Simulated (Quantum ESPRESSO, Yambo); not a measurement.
# WSe2 (P6_3/mmc): G0W0 in Yambo against the screening cutoff, part 2 of 2

Aim: move the screening cutoff of a G0W0 run on WSe2 (P6_3/mmc) over a wide range.

Yambo 5.3.0; PBE and many-body steps on it, plane waves. Known limits of the many-body steps: not at the basis limit; no spin-orbit coupling; coarse k mesh.

So far. Step 2 (1.5 Ha): The gap on the mesh goes from 0.98 eV to 1.12 eV, a correction of +0.14 eV. Step 3 (2.25 Ha): Against the run before, the gap moves by −0.002 eV.

The database entry behind the starting cell differs from later determinations by our own check (a about 0.2 % long), so it need not match the best structure at ambient conditions.

### 4. 4.5 Ha

Level of this step: G0W0 on PBE, plane waves, norm-conserving pseudopotentials (Yambo).

File gw9.in:

```
HF_and_locXC
gw0
dyson
ppa
em1d
rim_cut
RandQpts= 1000000
RandGvec= 1 RL
EXXRLvcs= 104 Ry
VXCRLvcs= 416 Ry
Chimod= "HARTREE"
% BndsRnXp
 1 | 121 |
%
NGsBlkXp= 9 Ry
% LongDrXp
 1 | 1 | 1 |
%
% GbndRnge
 1 | 121 |
%
DysSolver= "n"
ExtendOut
PPAPntXp= 27.21138 eV
% QPkrange
 1 | 1 | 61 | 64 |
 5 | 5 | 61 | 64 |
 7 | 7 | 61 | 64 |
%
```

The run is started by

```bash
$ OMP_NUM_THREADS=2 mpirun -n 4 yambo -F gw9.in -J gw9 -C gw9 > gw9.log
```

The log of the run:

```text
 Yambo, version 5.3.0

 [02] CORE Variables Setup
 =========================

  [... cell, symmetries and grids as in the set-up ...]

  [02.05] Energies & Occupations
  ==============================

  [X] === General ===
  [X] Electronic Temperature                        :  0.000000  0.000000 [eV K]
  [X] Bosonic    Temperature                        :  0.000000  0.000000 [eV K]
  [X] Finite Temperature mode                       : no
  [X] El. density                                   :  0.10199E+25 [cm-3]
[...]
QP @ state[ 2 ] b range                          :   61   64
   QP @ state[ 3 ] K range                          :   7   7
   QP @ state[ 3 ] b range                          :   61   64
   GF energies kind                                 : Perdew, Burke & Ernzerhof(X)+Perdew, Burke & Ernzerhof(C)
   GF WF`s kind                                     : Perdew, Burke & Ernzerhof(X)+Perdew, Burke & Ernzerhof(C)
   Xs energies kind                                 : Perdew, Burke & Ernzerhof(X)+Perdew, Burke & Ernzerhof(C)
   Xs WF`s kind                                     : Perdew, Burke & Ernzerhof(X)+Perdew, Burke & Ernzerhof(C)

 [11] Game Over & Game summary
```

It took 3.5 min on 4 MPI ranks of Arm Neoverse V2, shared host; peak memory 6.2 GiB.

Numbers from this step:

| Property | Result |
| --- | --- |
| G0W0 gap on the points computed | 1.185 eV |
| starting gap on the mesh | 0.9791 eV |
| k of the valence top | 0, 0, 0 |
| k of the conduction bottom | 0.1667, 0.1667, 0 |
| least direct G0W0 gap on the computed points | 2.063 eV |

Against the run before, the gap moves by +0.066 eV.

### 5. 5.5 Ha

gw10.in, as its differences from gw9.in of step 4:

```diff
@@ -14,3 +14,3 @@
 %
-NGsBlkXp= 9 Ry
+NGsBlkXp= 11 Ry
 % LongDrXp
```

The run is started by

```bash
$ OMP_NUM_THREADS=2 mpirun -n 4 yambo -F gw10.in -J gw10 -C gw10 > gw10.log
```

The log of the run:

```text
 Yambo, version 5.3.0

 [02] CORE Variables Setup
 =========================

  [... cell, symmetries and grids as in the set-up ...]

  [02.05] Energies & Occupations
  ==============================

  [X] === General ===
  [X] Electronic Temperature                        :  0.000000  0.000000 [eV K]
  [X] Bosonic    Temperature                        :  0.000000  0.000000 [eV K]
  [X] Finite Temperature mode                       : no
  [X] El. density                                   :  0.10199E+25 [cm-3]
[...]
QP @ state[ 2 ] b range                          :   61   64
   QP @ state[ 3 ] K range                          :   7   7
   QP @ state[ 3 ] b range                          :   61   64
   GF energies kind                                 : Perdew, Burke & Ernzerhof(X)+Perdew, Burke & Ernzerhof(C)
   GF WF`s kind                                     : Perdew, Burke & Ernzerhof(X)+Perdew, Burke & Ernzerhof(C)
   Xs energies kind                                 : Perdew, Burke & Ernzerhof(X)+Perdew, Burke & Ernzerhof(C)
   Xs WF`s kind                                     : Perdew, Burke & Ernzerhof(X)+Perdew, Burke & Ernzerhof(C)

 [11] Game Over & Game summary
```

The job ended after 4.9 min (4 MPI ranks; peak memory 6.2 GiB).

Numbers from this step:

```yaml
g0w0_gap_on_the_points_computed: 1.192 eV
starting_gap_on_the_mesh: 0.9791 eV
k_of_the_valence_top: 0, 0, 0
k_of_the_conduction_bottom: 0.1667, 0.1667, 0
least_direct_g0w0_gap_on_the_computed_points: 2.069 eV
```

Against the run before, the gap moves by +0.007 eV.

### 6. 7 Ha

gw11.in, as its differences from gw10.in of step 5:

```diff
@@ -14,3 +14,3 @@
 %
-NGsBlkXp= 11 Ry
+NGsBlkXp= 14 Ry
 % LongDrXp
```

The run is started by

```bash
$ OMP_NUM_THREADS=2 mpirun -n 4 yambo -F gw11.in -J gw11 -C gw11 > gw11.log
```

The log of the run:

```text
 Yambo, version 5.3.0

 [02] CORE Variables Setup
 =========================

  [... cell, symmetries and grids as in the set-up ...]

  [02.05] Energies & Occupations
  ==============================

  [X] === General ===
  [X] Electronic Temperature                        :  0.000000  0.000000 [eV K]
  [X] Bosonic    Temperature                        :  0.000000  0.000000 [eV K]
  [X] Finite Temperature mode                       : no
  [X] El. density                                   :  0.10199E+25 [cm-3]
[...]
QP @ state[ 2 ] b range                          :   61   64
   QP @ state[ 3 ] K range                          :   7   7
   QP @ state[ 3 ] b range                          :   61   64
   GF energies kind                                 : Perdew, Burke & Ernzerhof(X)+Perdew, Burke & Ernzerhof(C)
   GF WF`s kind                                     : Perdew, Burke & Ernzerhof(X)+Perdew, Burke & Ernzerhof(C)
   Xs energies kind                                 : Perdew, Burke & Ernzerhof(X)+Perdew, Burke & Ernzerhof(C)
   Xs WF`s kind                                     : Perdew, Burke & Ernzerhof(X)+Perdew, Burke & Ernzerhof(C)

 [11] Game Over & Game summary
```

Run time: 7.7 min. Hardware: 4 MPI ranks; peak memory 6.3 GiB.

This step gave:

- G0W0 gap on the points computed: 1.197 eV
- starting gap on the mesh: 0.9791 eV
- k of the valence top: 0, 0, 0
- k of the conduction bottom: 0.1667, 0.1667, 0
- least direct G0W0 gap on the computed points: 2.071 eV

Against the run before, the gap moves by +0.005 eV.

### 7. Side by side

Times are wall times on 4 MPI ranks of Arm Neoverse V2, shared host, good to a factor of about two.

```tsv
run	mesh	bands	screening cutoff (eV)	DFT gap (eV)	gap on the mesh (eV)	direct (eV)	time
1.5 Ha	6×6×1	121	40.8	0.979	1.121	2.041	2.5 min
2.25 Ha	6×6×1	121	61.2	0.979	1.119	2.054	2.6 min
4.5 Ha	6×6×1	121	122.5	0.979	1.185	2.063	3.5 min
5.5 Ha	6×6×1	121	149.7	0.979	1.192	2.069	4.9 min
7 Ha	6×6×1	121	190.5	0.979	1.197	2.071	7.7 min
```

### 8. Results

| Item | Value |
| --- | --- |
| 1.5 Ha | 1.121 eV |
| 2.25 Ha | 1.119 eV |
| 4.5 Ha | 1.185 eV |
| 5.5 Ha | 1.192 eV |
| 7 Ha | 1.197 eV |
| known limits | not at the basis limit; no spin-orbit coupling; coarse k mesh |

The setting moved: screening cutoff. From 1.5 Ha to 7 Ha the gap moves by +0.08 eV, for 3.1 times the time. It holds to 0.03 eV from 4.5 Ha on. Bands and screening cutoff are coupled, so a series along one setting does not show full convergence. Bands and cutoff are finite, so the gap is not at the basis limit. The miss can reach some tenths of an eV and take either sign; the mesh is an error of its own. In the G0W0 runs levels were corrected at 3 k points alone, so a gap called «on the mesh» is the least over those, and an edge elsewhere would be missed. The 6×6×1 mesh is coarse for this cell, which bears on the long-range parts of exchange and screening. The many-body steps are scalar-relativistic: spin-orbit coupling is not in them.

[Paths, hosts, dates, memory and timing lines, banners, echoed tables and standing remarks are left out of the program output.]

[Logs are printed without paths, hosts, clocks, repeated set-up lines and the standing remarks that a program may print on its own settings, such as how far it seeks lower states.]

[Runs of the session that timed out or met a known fault of the program may be left out.]

[Hosts, paths, dates, database ids (printed as entryN), source tags and the programs' standing remarks are cut or masked in the printed files.]
